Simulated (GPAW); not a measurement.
BAs (F-43m): refractive index against wavelength

The refractive index of BAs (F-43m) below the direct gap (3.27 eV on the mesh) is read from one computed spectrum, n = √(Re ε).

Symmetry: F-43m, No. 216, cubic system. Conventional cell: a = 4.777 Å, b = 4.777 Å, c = 4.777 Å, α = 90.00°, β = 90.00°, γ = 90.00°. Around As on site c lie 4 B at 2.07 Å. B on site a is surrounded by 4 As at 2.07 Å.

Method: GPAW 26.7.0, LDA, RPA, k-mesh 12×12×12, local fields up to 50 eV, Lorentzian half width 0.15 eV.

Launch of the response step: `OMP_NUM_THREADS=1 python df.py`. The run took 44 s, its band step included, on 1 thread of Arm Neoverse V1, on a shared host.

| wavelength (nm) | photon energy E (eV) | n |
| --- | --- | --- |
| 1550 | 0.800 | 3.1471 |
| 1310 | 0.946 | 3.1601 |
| 1064 | 1.165 | 3.1842 |
| 850 | 1.459 | 3.2266 |
| 700 | 1.771 | 3.2862 |
| 633 | 1.959 | 3.3308 |
| 532 | 2.331 | ? |

In the single-oscillator model n² − 1 = E₀E_d/(E₀² − E²), so 1/(n² − 1) = E₀/E_d − E²/(E₀E_d) is linear in E².

Working, on the rows shown:

| x = E² (eV²) | y = 1/(n² − 1) |
| --- | --- |
| 0.639837 | 0.112306 |
| 0.895757 | 0.111281 |
| 1.35784 | 0.10942 |
| 2.12762 | 0.106259 |
| 3.13716 | 0.10205 |
| 3.83641 | 0.0990665 |

Means: x̄ = 1.9991, ȳ = 0.10673. Σ(x − x̄)(y − ȳ) = -0.03379, Σ(x − x̄)² = 8.164. Slope = -0.03379 / 8.164 = -0.004139; intercept = ȳ − slope · x̄ = 0.11501. Turned back into n, the line misses the rows shown by at most 0.0009.

Q: Fill in the last column of the withheld row.

A: At x = 5.4314 the line gives y = 0.092523, that is 3.4363. The run gave 3.4449, so the extrapolation is off by 0.0086, 3 % of the range in the table.

Refitted with all rows, the slope is -0.004221 and the intercept 0.11514. These give E₀ = √(intercept/−slope) = 5.22 eV and E_d = E₀/intercept = 45.4 eV; E₀ is 1.6 times the direct gap. The electronic limit at long wavelengths, without lattice vibrations, is n = √(1 + 1/intercept) = 3.112. Excitons are left out; LDA gaps are as a rule too small. The values come from a sum over the points of one k-mesh and carry its error, which grows as the direct gap shrinks. The local-field cutoff holds few shells of reciprocal vectors for this small cell, so ε∞ can read a few per cent high. Spin-orbit coupling is left out.
